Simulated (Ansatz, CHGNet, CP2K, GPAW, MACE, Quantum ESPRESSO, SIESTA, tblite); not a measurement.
# GPAW on random packing of P38S62 (at. %) (64 atoms): settings against a plane-wave reference

Wanted: GPAW inputs and outputs for random packing of P38S62 (at. %) (64 atoms), checked against a plane-wave reference.

Method: the method is named at each step, in GPAW 26.7.0.

## Step 1: The structure

The cell holds 64 atoms: 24 P and 40 S. Its edges and angles: a = 11.721 Å, b = 11.721 Å, c = 11.721 Å, α = 90.0°, β = 90.0°, γ = 90.0°. 64 atoms (24 P, 40 S) packed at random in a cube at 2.09 g/cm³ and pushed apart as soft spheres; a start for melting by ab initio MD, not an equilibrated structure. Then every atom was moved at random, 0.02 Å r.m.s. a Cartesian component.

The yardstick, on the same geometry:

```
method                 : Kohn-Sham DFT, PBE, PAW, plane waves (Ansatz 0.2.0); cutoff 420 eV, Γ point, fermi-dirac smearing of 0.05 eV; PAW set soft_2
r.m.s. force component : 0.9487 eV/Å
longest force          : 3.179 eV/Å
pressure               : -8.756 GPa
SCF cycles             : 11
time                   : 13 s on 4 threads of Arm Neoverse V2, shared host
CPU time               : 49 s
```

## Step 2: PBE, LCAO dzp, h 0.2 Å

Method: Kohn-Sham DFT, PBE, PAW, atomic orbitals (dzp).

File run.py:

```python
import numpy as np
from ase.io import read
from gpaw import GPAW, FermiDirac

atoms = read("structure.xyz")
atoms.calc = GPAW(
    mode="lcao",
    basis="dzp",
    h=0.2,
    xc="PBE",
    kpts={"size": (1, 1, 1), "gamma": True},
    occupations=FermiDirac(0.05),
    maxiter=200,
    symmetry={"point_group": False},
    txt="gpaw.txt",
)
energy = atoms.get_potential_energy(force_consistent=True)
forces = atoms.get_forces()
print(f"energy {energy:.6f} eV")
print("forces (eV/A)")
for i, (a, f) in enumerate(zip(atoms, forces)):
    print(f"{i:4d} {a.symbol:2s} {f[0]:10.5f} {f[1]:10.5f} {f[2]:10.5f}")
print(f"Fermi level {atoms.calc.get_fermi_level():.4f} eV")
for k in range(len(atoms.calc.get_ibz_k_points())):
    for s in range(atoms.calc.get_number_of_spins()):
        e = atoms.calc.get_eigenvalues(kpt=k, spin=s)
        n = np.searchsorted(e, atoms.calc.get_fermi_level())
        print(f"k {k} spin {s} levels about the Fermi level:", np.round(e[max(n - 6, 0):n], 4).tolist(), "|", np.round(e[n:n + 6], 4).tolist())
```

File structure.xyz:

```xyz
64
Lattice="11.72110 0.00000 0.00000 0.00000 11.72110 0.00000 0.00000 0.00000 11.72110" Properties=species:S:1:pos:R:3 pbc="T T T"
P 8.94226 8.89596 5.19749
P 3.87945 2.39427 3.82612
P 0.00609 1.68479 8.88506
P 0.91682 4.93599 11.35857
P 8.24017 6.43863 11.48433
P 5.43847 6.60085 2.47175
P 8.80946 8.02262 2.84342
P 7.36261 2.36438 11.58514
P 11.65113 2.45405 11.70586
P 9.90972 6.65254 8.97449
P 6.14537 0.21672 4.67695
P 10.95231 10.59001 4.85265
P 3.88801 5.43976 9.81759
P 7.44888 11.02276 11.38002
P 7.98183 3.85566 1.87256
P 9.60474 10.88140 2.88585
P 4.70684 9.99282 5.86723
P 1.87760 1.90984 7.16839
P 5.93779 8.81040 10.93532
P 3.97896 10.84987 8.97625
P 2.53774 8.75297 5.20827
P 2.52074 4.19826 6.16249
P 1.47475 5.93064 2.46167
P 2.07979 11.37392 4.28570
S 7.48451 2.17977 5.99288
S 5.96897 6.36608 10.54981
S 1.75840 4.95381 8.39055
S 7.64333 7.35487 6.78382
S 0.08052 3.34684 3.38365
S 4.49610 0.13749 2.03279
S 10.57818 11.30219 9.88980
S 1.71714 2.24400 1.82076
S 6.06262 8.87463 2.58427
S 4.82101 2.44666 6.26469
S 11.59393 10.87144 7.16183
S 11.44155 7.33577 5.27707
S 7.62680 4.67730 8.73351
S 2.87331 7.64251 8.51175
S 9.82732 4.46597 7.49353
S 6.07223 0.57023 7.07181
S 3.41717 4.66500 0.55652
S 8.80137 8.96817 7.96191
S 8.08369 11.00482 5.82890
S 11.22530 2.78646 6.33232
S 0.66658 8.33136 9.97044
S 3.50332 9.54344 3.19834
S 2.06033 10.85421 11.19764
S 10.14801 3.85601 10.03748
S 9.33468 0.77195 0.91612
S 6.52607 10.47116 8.94718
S 3.51422 5.12435 3.45995
S 4.45050 6.35354 7.30154
S 1.84490 11.29480 1.84853
S 7.72796 1.05033 9.18524
S 5.67993 3.75462 0.79258
S 2.20697 7.23122 11.72098
[... 4 atom lines left out ...]
S 5.53857 0.62579 10.53610
S 10.04838 1.09991 4.56056
S 5.52228 4.76521 5.81285
S 10.61264 7.71846 0.19633
```

Launch:

```
> OMP_NUM_THREADS=1 python run.py > output.txt
```

The log of the run:

```text
energy -217.888437 eV
forces (eV/A)
   0 P    -0.18248   -0.58404    0.10510
   1 P    -0.03542   -0.71117   -0.52479
   2 P    -0.78574   -0.59948    0.48272
   3 P     0.23805   -0.10463    1.06524
   4 P     0.69513    0.40414   -0.43077
   5 P     0.66554    1.42135   -0.00262
   6 P    -0.59330    0.64338    0.92104
   7 P    -0.24337    0.82597    1.31933
   8 P     0.59493    0.86942   -0.83298
   9 P    -0.99673    0.19420    0.47170
  10 P     0.13518   -1.20357    1.68989
  11 P     0.65562    1.27152    1.24776
  12 P    -0.82705   -0.62083   -0.91811
  13 P    -0.53217    1.08759   -1.38015
  14 P    -0.91797    0.64329   -1.72566
  15 P     0.52490    0.50606   -0.58367
  16 P    -0.39278    0.10798   -0.38962
  17 P    -1.48739    0.89823   -0.26606
  18 P     0.39555   -0.64299   -0.76315
  19 P     0.88349    0.02576    0.51459
  20 P     1.01436    1.70444   -0.83995
  21 P    -0.41278   -0.24980    2.06031
  22 P     0.24865   -0.63432    0.37840
  23 P     0.45914   -1.57209    0.28123
[...]
56 S     0.21068    0.46320   -0.30904
  57 S    -0.26199    0.46663   -0.19466
  58 S    -0.07422    1.01210    0.42365
  59 S    -2.23695    1.14028   -0.31498
  60 S    -0.03192   -0.00828    1.03761
  61 S     0.74733   -1.48111   -0.84946
  62 S    -0.44179    0.08050    0.81356
  63 S    -0.17294    0.21907   -0.45881
Fermi level 3.0991 eV
k 0 spin 0 levels about the Fermi level: [2.9514, 2.9706, 2.9753, 3.0066, 3.0396, 3.0466] | [3.1061, 3.1628, 3.2215, 3.2486, 3.2963, 3.3206]
```

gpaw.txt:

```text
Input parameters:
  mode=LCAO(),
  basis={'default': 'dzp'},
  h=0.2,
  kpts=MonkhorstPack(size=(1, 1, 1), gamma=True),
  maxiter=200,
  occupations=Occupations(name='fermi-dirac', width=0.05, fixmagmom=False),
  symmetry=Symmetry(point_group=False),
  xc=XC(name='PBE')
Unit cell  # Å
| periodic |         x |         y |         z |   lengths |    angles |
|----------|-----------|-----------|-----------|-----------|-----------|
|      yes | 11.721100 |  0.000000 |  0.000000 | 11.721100 | 90.000000 |
|      yes |  0.000000 | 11.721100 |  0.000000 | 11.721100 | 90.000000 |
|      yes |  0.000000 |  0.000000 | 11.721100 | 11.721100 | 90.000000 |
Number of symmetries: 1
Symmetry operations  # r_c * U_cc + t_c -> r_c
|   | kind |            matrix            |
|---|------|------------------------------|
| 0 |  E   |  1, 0, 0,  0, 1, 0,  0, 0, 1 |
BZ-sampling:
  Number of BZ points: 1
  Number of IBZ points: 1
  Monkhorst-Pack size: [1, 1, 1]
  Monkhorst-Pack shift: [0, 0, 0]
[... lines left out ...]
  Fermi-Dirac:
[... lines left out ...]
    Stencil: 6*3+1=19 point O(h^6) finite-difference Laplacian
xc functional:
  name: PBE with 2 nearest neighbor stencil
interpolation: tri-quintic # 5. degree polynomial
Initialization done in: 6.082 s
convergence criteria:
- Maximum [total energy] change in last 3 cyles: 0.0005 eV / valence electron
- Maximum integral of absolute [dens]ity change: 0.0001 electrons / valence electron
- Maximum integral of absolute [eigenst]ate change: 4e-08 eV^2 / valence electron
maximum number of iterations: 200
SCF iterations
|iter     |      energy | eigst |  dens |
|---------|-------------|-------|-------|
|iter:   1| -226.464676 |      c|       |
|iter:   2| -222.744903 |      c| -1.05 |
|iter:   3| -222.671810 |      c| -1.13 |
|iter:   4| -220.979369 |      c| -1.18 |
[...]
|iter:   8| -217.785601 |      c| -1.81 |
|iter:   9| -217.728720 |      c| -1.97 |
|iter:  10| -217.693047c|      c| -2.13 |
|iter:  11| -217.711678c|      c| -2.34 |
|iter:  12| -217.691385c|      c| -2.27 |
[...]
|iter:  21| -217.674540c|      c| -3.70 |
|iter:  22| -217.674603c|      c| -3.89 |
|iter:  23| -217.674594c|      c| -4.09c|
Converged in 23 steps
SCF loop duration: 89.525 s (3.892 s/step)
Energy contributions relative to reference atoms: (reference = -657574.723711)
Energy contributions:
  Kinetic:         -45.427217
  Coulomb:         -14.252177
  Zero:              1.178554
  External:          0.000000
  Xc:             -158.959911
  Entropy:          -0.427686
  Spinorbit:         0.000000
  ----------------------------
  Free energy:    -217.888437
  Extrapolated:   -217.674594
dipole moment: (13.786110, 11.688769, 133.274308)  # |e|*Ang
Fermi level: 3.099
Eigenvalues  # (at kpt = [0.000, 0.000, 0.000])
| band index |      eig [eV] | occ [0-2] |
|------------|---------------|-----------|
|          0 |       -12.695 |     2.000 |
|        ... |               |           |
|        172 |         2.837 |     1.989 |
|        173 |         2.877 |     1.977 |
[...]
|        187 |         3.401 |     0.005 |
|        ... |               |           |
|        219 |         4.878 |     0.000 |
Gap: 0.060 eV
Transition (v -> c):
  (s=0, k=0, n=179, [0.00, 0.00, 0.00]) -> (s=0, k=0, n=180, [0.00, 0.00, 0.00])
No difference between direct/indirect transitions
Force computation time: 6.628  # s
timing:  # [seconds]
  Total:  102.258  # ━━━━━━━━━━━━━━━━━━━━━━━━━━━━━━━━━━━━━━━━━━━━━━━━━━━━━━━━
  Init:     6.082  # ━━━╸
  SCF:     89.525  # ━━━━━━━━━━━━━━━━━━━━━━━━━━━━━━━━━━━━━━━━━━━━━━━━━
  Forces:   6.628  # ━━━╸
```

The job ended after 1.7 min (1 thread of Arm Neoverse V2, shared host; peak memory 1.2 GiB).

Banners, paths, timers and routine set-up lines are dropped from the logs unmarked, and long logs keep their key lines alone; longer cuts are marked.

Against the reference:

* r.m.s. force component: 0.8955 eV/Å
* r.m.s. difference of force components: 124.9 meV/Å
* longest difference of force vectors: 461.6 meV/Å
* force difference over r.m.s. force: 13.16 %
* slope of forces against the reference's: 0.9369
* correlation of force components: 0.9925

Length of the force difference by element (eV/Å):

| element | atoms | mean | most |
| --- | --- | --- | --- |
| P | 24 | 0.18 | 0.39 |
| S | 40 | 0.21 | 0.46 |

Local excerpt of 9 atoms (numbers count through the whole input) about S41, picked at random; x, y, z are measured from there.

| atom | x | y | z | distance (Å) | Fx | Fy | Fz (eV/Å) |
| --- | --- | --- | --- | --- | --- | --- | --- |
| S41 | 0.00 | 0.00 | 0.00 | 0.00 | -1.20 | -0.84 | -1.71 |
| S59 | 0.42 | -1.47 | -1.78 | 2.35 | -0.07 | 1.01 | 0.42 |
| S55 | 2.26 | -0.91 | 0.24 | 2.45 | 3.00 | -0.86 | 0.57 |
| P13 | 0.47 | 0.77 | -2.46 | 2.62 | -0.83 | -0.62 | -0.92 |
| P4 | -2.50 | 0.27 | -0.92 | 2.68 | 0.24 | -0.10 | 1.07 |
| S56 | -1.21 | 2.57 | -0.56 | 2.89 | -1.16 | 0.19 | -0.47 |
| S51 | 0.10 | 0.46 | 2.90 | 2.94 | 0.06 | 0.08 | -0.97 |
| P23 | -1.94 | 1.27 | 1.91 | 3.00 | 0.25 | -0.63 | 0.38 |
| S32 | -1.70 | -2.42 | 1.26 | 3.22 | -1.51 | 0.56 | 0.84 |

Atoms are counted from 1 here, from 0 in the log.

Forces lie 13 % from the reference's, at 2.1 times its CPU time (on 1 against 4 cores).

## Step 3: PBE, plane waves 550 eV

Method: Kohn-Sham DFT, PBE, PAW, plane waves.

Changes to run.py since step 2:

```diff
@@ -2,3 +2,4 @@
 from ase.io import read
-from gpaw import GPAW, FermiDirac
+from gpaw import GPAW, FermiDirac, PW
+from ase.parallel import parprint as print
 
@@ -6,5 +7,3 @@
 atoms.calc = GPAW(
-    mode="lcao",
-    basis="dzp",
-    h=0.2,
+    mode=PW(550),
     xc="PBE",
@@ -14,2 +13,3 @@
     symmetry={"point_group": False},
+    nbands=216,
     txt="gpaw.txt",
@@ -22,2 +22,6 @@
     print(f"{i:4d} {a.symbol:2s} {f[0]:10.5f} {f[1]:10.5f} {f[2]:10.5f}")
+stress = -atoms.get_stress(voigt=False) * 160.21766
+print("stress (GPa, compression positive)")
+for row in stress:
+    print(" ".join(f"{x:10.4f}" for x in row))
 print(f"Fermi level {atoms.calc.get_fermi_level():.4f} eV")
```

structure.xyz is that of step 2.

Launch:

```
> OMP_NUM_THREADS=1 mpirun -np 2 gpaw python run.py > output.txt
```

The log of the run:

```text
energy -229.712340 eV
forces (eV/A)
   0 P    -0.18400   -0.42701    0.15013
   1 P    -0.01087   -0.65421   -0.40752
   2 P    -0.75972   -0.61255    0.43108
   3 P     0.39940   -0.09818    1.09384
   4 P     0.62934    0.45920   -0.51939
   5 P     0.60931    1.53150    0.03406
   6 P    -0.59607    0.71744    1.00327
   7 P    -0.33784    0.75129    1.35544
   8 P     0.59590    0.95237   -0.84504
   9 P    -1.09714    0.09225    0.44646
  10 P     0.21610   -1.12872    2.03416
  11 P     0.44990    1.35187    1.23403
  12 P    -0.84909   -0.67782   -0.82135
  13 P    -0.66563    1.22838   -1.55612
  14 P    -1.02626    0.58945   -1.81982
  15 P     0.56308    0.53780   -0.38743
  16 P    -0.48473    0.16908   -0.48243
  17 P    -1.59431    1.01684   -0.21773
  18 P     0.47831   -0.63557   -0.86370
  19 P     1.08032    0.07420    0.59409
  20 P     1.10847    1.72962   -1.00439
  21 P    -0.39955   -0.14797    2.03536
  22 P     0.49890   -0.68898    0.40835
  23 P     0.52302   -1.75746    0.06058
[...]
56 S     0.17475    0.44882   -0.39960
  57 S    -0.25046    0.61716   -0.28727
  58 S    -0.06625    1.34749    0.54803
  59 S    -2.20566    1.04915   -0.40129
  60 S     0.32283   -0.21851    0.86232
  61 S     0.79318   -1.63069   -0.84342
  62 S    -0.61517   -0.00807    0.94394
  63 S    -0.24213    0.22767   -0.50458
stress (GPa, compression positive)
   -7.6379    -1.3869    -0.4563
   -1.3869    -9.3076    -0.1142
   -0.4563    -0.1142    -9.3151
Fermi level 3.0344 eV
k 0 spin 0 levels about the Fermi level: [2.8851, 2.9086, 2.9136, 2.9404, 2.9699, 2.9824] | [3.0441, 3.0993, 3.1541, 3.184, 3.2282, 3.2595]
```

gpaw.txt:

```text
Input parameters:
  mode=PW(ecut=550.0),
  kpts=MonkhorstPack(size=(1, 1, 1), gamma=True),
  maxiter=200,
  nbands=216,
  occupations=Occupations(name='fermi-dirac', width=0.05, fixmagmom=False),
  symmetry=Symmetry(point_group=False),
  xc=XC(name='PBE')
Diagonalizing LCAO Hamiltonian
Converting LCAO to pw mode
        .----------------------------.
       /|    S            P          |
[... lines left out ...]
  Converge bands: occupied
[... lines left out ...]
  Fermi-Dirac:
[... lines left out ...]
convergence criteria:
- Maximum [total energy] change in last 3 cyles: 0.0005 eV / valence electron
[... lines left out ...]
Converged in 24 steps
[... lines left out ...]
  Spinorbit:         0.000000
  ----------------------------
  Free energy:    -229.712340
  Extrapolated:   -229.499215
dipole moment: (13.750373, 11.565366, 133.183440)  # |e|*Ang
Fermi level: 3.034
Eigenvalues  # (at kpt = [0.000, 0.000, 0.000])
| band index |      eig [eV] | occ [0-2] |
|------------|---------------|-----------|
|          0 |       -12.642 |     2.000 |
|        ... |               |           |
|        172 |         2.768 |     1.990 |
|        173 |         2.810 |     1.978 |
[...]
|        ... |               |           |
[...]
Gap: 0.062 eV
Transition (v -> c):
  (s=0, k=0, n=179, [0.00, 0.00, 0.00]) -> (s=0, k=0, n=180, [0.00, 0.00, 0.00])
No difference between direct/indirect transitions
Force computation time: 4.206  # s
Stress tensor  # eV/Ang^3
|        x |        y |        z |
|----------|----------|----------|
[...]
| 0.008657 | 0.058093 | 0.000713 |
| 0.002848 | 0.000713 | 0.058140 |
Stress computation time: 23.629  # s
```

Run time: 3.3 min. Hardware: 2 MPI ranks; peak memory 1.5 GiB.

Compared with the plane-wave run:

```yaml
r_m_s_force_component: 0.9447 eV/Å
r_m_s_difference_of_force_components: 7.078 meV/Å
longest_difference_of_force_vectors: 26.8 meV/Å
force_difference_over_r_m_s_force: 0.7461 %
slope_of_forces_against_the_reference_s: 0.9958
correlation_of_force_components: 1
pressure: -8.754 GPa
pressure_difference: 0.0024 GPa
```

Against the first run (13 %), the force difference from the reference is 0.75 %, at 3.9 times the CPU time (on 2 against 1 cores).

The run ends at a pressure of -8.75 GPa, with forces up to 3.2 eV/Å.

## Step 4: PBE, LCAO szp(dzp), h 0.2 Å

Method: Kohn-Sham DFT, PBE, PAW, atomic orbitals (szp(dzp)).

Changes to run.py since step 3:

```diff
@@ -2,4 +2,3 @@
 from ase.io import read
-from gpaw import GPAW, FermiDirac, PW
-from ase.parallel import parprint as print
+from gpaw import GPAW, FermiDirac
 
@@ -7,3 +6,5 @@
 atoms.calc = GPAW(
-    mode=PW(550),
+    mode="lcao",
+    basis="szp(dzp)",
+    h=0.2,
     xc="PBE",
@@ -13,3 +14,2 @@
     symmetry={"point_group": False},
-    nbands=216,
     txt="gpaw.txt",
@@ -22,6 +22,2 @@
     print(f"{i:4d} {a.symbol:2s} {f[0]:10.5f} {f[1]:10.5f} {f[2]:10.5f}")
-stress = -atoms.get_stress(voigt=False) * 160.21766
-print("stress (GPa, compression positive)")
-for row in stress:
-    print(" ".join(f"{x:10.4f}" for x in row))
 print(f"Fermi level {atoms.calc.get_fermi_level():.4f} eV")
```

structure.xyz is that of step 3.

Launch:

```
> OMP_NUM_THREADS=1 python run.py > output.txt
```

The log of the run:

```text
energy -209.746680 eV
forces (eV/A)
   0 P    -0.10097   -0.84750    0.19512
   1 P    -0.13783   -0.83764   -0.71065
   2 P    -0.99182   -0.55615    0.62211
   3 P     0.18087    0.02861    0.98699
   4 P     0.93038    0.45977   -0.20004
   5 P     0.67061    1.11594   -0.10948
   6 P    -0.56084    0.44815    0.56138
   7 P    -0.03685    0.59392    1.02276
   8 P     0.43712    0.68381   -0.78311
   9 P    -0.95483    0.28160    0.60316
  10 P    -0.06554   -1.11917    1.04147
  11 P     1.06111    0.99499    1.30172
  12 P    -1.03700   -0.29450   -1.28838
  13 P    -0.15308    0.98253   -1.09428
  14 P    -0.63919    0.84727   -1.39678
  15 P     0.26131    0.39290   -0.95534
  16 P    -0.25966    0.09779   -0.22694
  17 P    -1.15637    0.62174   -0.38535
  18 P     0.27476   -0.63823   -0.66099
  19 P     0.64315    0.00744    0.46609
  20 P     0.61690    1.48014   -0.44036
  21 P    -0.18990   -0.53162    1.95421
  22 P    -0.11658   -0.51466    0.14869
  23 P     0.41872   -1.34043    0.75209
[...]
56 S     0.35226    0.49847   -0.27361
  57 S    -0.39368    0.21380   -0.21885
  58 S     0.01911    0.38805    0.37247
  59 S    -2.38321    1.39821   -0.28335
  60 S    -0.40941    0.24558    1.08374
  61 S     0.66938   -1.01795   -0.81767
  62 S    -0.25157    0.13888    0.64064
  63 S    -0.09422    0.21697   -0.35114
Fermi level 3.2226 eV
k 0 spin 0 levels about the Fermi level: [3.078, 3.0871, 3.1001, 3.1319, 3.1671, 3.1756] | [3.2255, 3.2836, 3.3476, 3.3667, 3.4104, 3.4422]
```

gpaw.txt:

```text
Input parameters:
  mode=LCAO(),
  basis={'default': 'szp(dzp)'},
  h=0.2,
  kpts=MonkhorstPack(size=(1, 1, 1), gamma=True),
  maxiter=200,
  occupations=Occupations(name='fermi-dirac', width=0.05, fixmagmom=False),
  symmetry=Symmetry(point_group=False),
  xc=XC(name='PBE')
Unit cell  # Å
| periodic |         x |         y |         z |   lengths |    angles |
[... lines left out ...]
  Fermi-Dirac:
[... lines left out ...]
convergence criteria:
- Maximum [total energy] change in last 3 cyles: 0.0005 eV / valence electron
[... lines left out ...]
Converged in 23 steps
[... lines left out ...]
  Free energy:    -209.746680
  Extrapolated:   -209.529166
dipole moment: (13.878997, 11.557890, 133.210768)  # |e|*Ang
Fermi level: 3.223
Eigenvalues  # (at kpt = [0.000, 0.000, 0.000])
| band index |      eig [eV] | occ [0-2] |
|------------|---------------|-----------|
|          0 |       -12.635 |     2.000 |
|        ... |               |           |
|        172 |         2.959 |     1.990 |
|        173 |         3.001 |     1.977 |
[...]
|        187 |         3.520 |     0.005 |
|        ... |               |           |
|        219 |         5.009 |     0.000 |
Gap: 0.050 eV
Transition (v -> c):
  (s=0, k=0, n=179, [0.00, 0.00, 0.00]) -> (s=0, k=0, n=180, [0.00, 0.00, 0.00])
No difference between direct/indirect transitions
Force computation time: 5.306  # s
timing:  # [seconds]
  Total:  85.290  # ━━━━━━━━━━━━━━━━━━━━━━━━━━━━━━━━━━━━━━━━━━━━━━━━━━━━━━━━━
  Init:    5.793  # ━━━━
  SCF:    74.167  # ━━━━━━━━━━━━━━━━━━━━━━━━━━━━━━━━━━━━━━━━━━━━━━━━━╸
  Forces:  5.307  # ━━━╸
```

Elapsed: 87 s, on 1 thread; peak memory 1.2 GiB.

Compared with the plane-wave run:

```yaml
r_m_s_force_component: 0.807 eV/Å
r_m_s_difference_of_force_components: 322.5 meV/Å
longest_difference_of_force_vectors: 1058 meV/Å
force_difference_over_r_m_s_force: 33.99 %
slope_of_forces_against_the_reference_s: 0.8041
correlation_of_force_components: 0.9452
```

This is a coarse setting, run to see what it loses.

Against the first run (13 %), the force difference from the reference is 34 %, at 0.84 times the CPU time, with 576 basis functions against 832: the smaller basis costs accuracy.

[end of part 1 of 2]

[Also dropped from logs without a mark: logging warnings of Python, and SIESTA's first energy breakdown and zero terms.]

[Logs are printed without paths, hosts, clocks, repeated set-up lines and the standing remarks that a program may print on its own settings, such as how far it seeks lower states.]

[Hosts, paths, dates, database ids (printed as entryN), source tags and the programs' standing remarks are cut or masked in the printed files.]
